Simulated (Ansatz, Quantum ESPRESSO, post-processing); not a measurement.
# Rh: work function by face, part 6 of 6

Aim: the work function of the low-index faces of Rh, their order, and how far the functional matters.

Quantum ESPRESSO 7.5; plane-wave DFT, PBE, GBRV ultrasoft pseudopotentials; geometry and cross-check by Ansatz 0.2.0 with PAW datasets.

So far. Step 11 (Potential by pp.x of (100)): On (100) the work function under PBEsol lies +0.13 eV from PBE's. Step 12 (Relaxation with Ansatz of (110)): The relaxation lowers the energy by 11 meV an atom. Held were the atoms numbered 3, 4 and 5; the forces quoted are those on the free ones.

## Step 15: Ground state of (110), PBEsol

Level of this step: plane-wave DFT, PBEsol, GBRV ultrasoft pseudopotentials (Quantum ESPRESSO 7.5).

Input file 110.pbesol.in:

```
&control
  prefix = '110.pbesol'
  outdir = './out'
  pseudo_dir = './pseudo'
  calculation = 'scf'
  tprnfor = .true.
/
&system
  ibrav = 0
  nat = 7
  ntyp = 1
  ecutwfc = 40
  ecutrho = 200
  occupations = 'smearing'
  smearing = 'mv'
  degauss = 0.02
/
&electrons
  conv_thr = 1e-07
  mixing_beta = 0.4
  electron_maxstep = 120
  mixing_mode = 'local-TF'
/
ATOMIC_SPECIES
  Rh  102.9055  rh_pbesol_v1.4.uspp.F.UPF
CELL_PARAMETERS angstrom
  3.80000000000000 0.00000000000000 0.00000000000000
  0.00000000000000 2.68700576850000 0.00000000000000
  0.00000000000000 0.00000000000000 24.06101730550000
ATOMIC_POSITIONS crystal
  Rh  0.000000000000 0.000000000000 0.334691004541
  Rh  0.500000000000 0.500000000000 0.385542392721
  Rh  0.000000000000 0.000000000000 0.444162673300
  Rh  0.500000000000 0.500000000000 0.500000000000
  Rh  0.000000000000 0.000000000000 0.555837326700
  Rh  0.500000000000 0.500000000000 0.614457604992
  Rh  0.000000000000 0.000000000000 0.665308993616
K_POINTS automatic
  8 12 1 0 0 0
```

Started as:

```sh
$ OMP_NUM_THREADS=1 mpirun -n 4 pw.x -nk 4 -in 110.pbesol.in > 110.pbesol.out
```

Log:

```text
[banner, memory and clock lines left out]
Program PWSCF v.7.5 starts
[...]
Message from routine setup:
[...]
number of electrons       =       105.00
     number of Kohn-Sham states=           64
     kinetic-energy cutoff     =      40.0000  Ry
     charge density cutoff     =     200.0000  Ry
[...]
number of k points=    35  Marzari-Vanderbilt smearing, width (Ry)=  0.0200
[...]
Dense  grid:    79211 G-vectors     FFT dimensions: (  36,  24, 216)
[...]
negative rho (up, down):  3.919E-01 0.000E+00
     Starting wfcs are   84 randomized atomic wfcs
[...]
negative rho (up, down):  4.065E-01 0.000E+00
[...]
estimated scf accuracy    <       5.10836771 Ry
[...]
negative rho (up, down):  4.164E-01 0.000E+00
[...]
estimated scf accuracy    <       1.37119591 Ry
[...]
negative rho (up, down):  4.218E-01 0.000E+00
[...]
estimated scf accuracy    <       0.28253101 Ry
[...]
negative rho (up, down):  4.224E-01 0.000E+00
[...]
estimated scf accuracy    <       0.04646776 Ry
[...]
negative rho (up, down):  4.229E-01 0.000E+00
[...]
estimated scf accuracy    <       0.00440488 Ry
[...]
negative rho (up, down):  4.217E-01 0.000E+00
[...]
estimated scf accuracy    <       0.00145894 Ry
[...]
negative rho (up, down):  4.182E-01 0.000E+00
[...]
estimated scf accuracy    <       0.00082735 Ry
[...]
negative rho (up, down):  4.113E-01 0.000E+00
[...]
estimated scf accuracy    <       0.00106733 Ry
[...]
negative rho (up, down):  4.047E-01 0.000E+00
[...]
estimated scf accuracy    <       0.00050113 Ry
[...]
negative rho (up, down):  4.029E-01 0.000E+00
[...]
estimated scf accuracy    <       0.00014083 Ry
[...]
negative rho (up, down):  4.025E-01 0.000E+00
[...]
estimated scf accuracy    <       0.00000593 Ry
[...]
negative rho (up, down):  4.025E-01 0.000E+00
[...]
estimated scf accuracy    <       0.00000365 Ry
[...]
negative rho (up, down):  4.025E-01 0.000E+00
[...]
estimated scf accuracy    <       0.00000033 Ry
[...]
negative rho (up, down):  4.025E-01 0.000E+00
[...]
estimated scf accuracy    <       0.00000013 Ry
[...]
negative rho (up, down):  4.025E-01 0.000E+00
[...]
the Fermi energy is     5.3833 ev
!    total energy              =   -1197.84079547 Ry
     estimated scf accuracy    <       0.00000001 Ry
     smearing contrib. (-TS)   =      -0.00067266 Ry
     internal energy E=F+TS    =   -1197.84012281 Ry
[...]
one-electron contribution =  -10902.43548346 Ry
     hartree contribution      =    5485.33252287 Ry
     xc contribution           =    -208.05382535 Ry
     ewald contribution        =    4427.31666313 Ry
     convergence has been achieved in  15 iterations
     negative rho (up, down):  4.025E-01 0.000E+00
[...]
Total force =     0.032094     Total SCF correction =     0.000274
[...]
```

The job ended after 2.5 min (4 MPI ranks of Arm Neoverse V1, shared host; peak memory 0.97 GiB; 9.8 min of CPU time).

Numbers from this step:

* free energy: -16297.4543 eV
* Fermi energy: 5.383 eV

## Step 16: Potential by pp.x of (110)

Input file 110.pbesol.pot.in:

```
&inputpp
  prefix = '110.pbesol'
  outdir = './out'
  filplot = '110.pbesol.pot.dat'
  plot_num = 11
/
```

Started as:

```sh
$ OMP_NUM_THREADS=1 mpirun -n 4 pp.x -in 110.pbesol.pot.in > 110.pbesol.pot.out
```

The job ended after 0.95 s (4 MPI ranks; peak memory 0.13 GiB).

Read from the output:

* work function of the upper face: 4.830 eV
* slope of the potential above: 1.83e-4 eV/Å
* upper vacuum line continued to the top atoms, over the Fermi level: 4.829 eV
* work function of the lower face: 4.830 eV
* slope of the potential below: -1.43e-4 eV/Å
* lower vacuum line continued to the bottom atoms, over the Fermi level: 4.829 eV

On (110) the work function under PBEsol lies +0.11 eV from PBE's.

## Step 17: The series side by side

All levels:

```csv
level,work function (eV),"Ansatz, PBE (eV)",CPU time (s)
"(111), PBE",5.169,5.16,168.6
"(111), PBEsol",5.306,-,163.9
"(100), PBE",5.108,5.085,218.3
"(100), PBEsol",5.234,-,217.1
"(110), PBE",4.721,4.692,580.4
"(110), PBEsol",4.83,-,591
```

## Step 18: By hand

For (111) under PBE, on the run's own zero: φ = 11.789 − (6.620) = 5.169 eV.

## Step 19: Summary of results

```yaml
work_function_of_111_pbe: 5.17 eV
work_function_of_111_pbesol: 5.31 eV
work_function_of_100_pbe: 5.11 eV
work_function_of_100_pbesol: 5.23 eV
work_function_of_110_pbe: 4.72 eV
work_function_of_110_pbesol: 4.83 eV
```

In words: Under PBE the work functions are 5.17 eV on (111), 5.11 eV on (100) and 4.72 eV on (110). In order of packing, from 6.25 to 10.21 Å² an atom, the faces are (111), (100) and (110). The work function falls in the same order, as Smoluchowski's picture of charge smoothing over rough faces expects, though faces within 0.08 eV of each other are not told apart by these slabs. PBEsol lies +0.11 to +0.14 eV from PBE on the same atoms, nearly a rigid shift. The top two spacings change by -0.4 and +1.0 % on (111), -2.6 and +2.1 % on (100) and -8.9 and +5.0 % on (110). Ansatz, with Fermi-Dirac smearing and its own datasets, agrees within 0.03 eV under PBE. The slabs are thin and unreconstructed, at the tabulated lattice constant; thickness and mesh leave some 0.05 to 0.1 eV open. PBE lies under the measured values on every face, as gradient-corrected functionals often do.

Comparison with the measured values:

```
                   quantity  measured              PBE           PBEsol
work function of (111) (eV)      5.46  5.17 (-0.29 eV)  5.31 (-0.15 eV)
work function of (100) (eV)       5.3  5.11 (-0.19 eV)  5.23 (-0.07 eV)
work function of (110) (eV)      4.86  4.72 (-0.14 eV)  4.83 (-0.03 eV)
```

Measured values from arxiv:1902.07811 (2019).

**Verdict.** The grades are ours: good and fair within 3 and 7 % for the work function of (111), 3 and 7 % for the work function of (100) and 3 and 7 % for the work function of (110). Other measurements of the same face can differ from the value quoted by 0.1 to 0.2 eV.

[Logs are printed without paths, hosts, clocks, repeated set-up lines and the standing remarks that a program may print on its own settings, such as how far it seeks lower states.]

[Hosts, paths, dates, database ids (printed as entryN), source tags and the programs' standing remarks are cut or masked in the printed files.]

[Maps of the electrostatic potential energy from Ansatz leave out the sawtooth potential of an applied field or a dipole correction, so their vacuum need not be flat; planar profiles and work functions include it.]
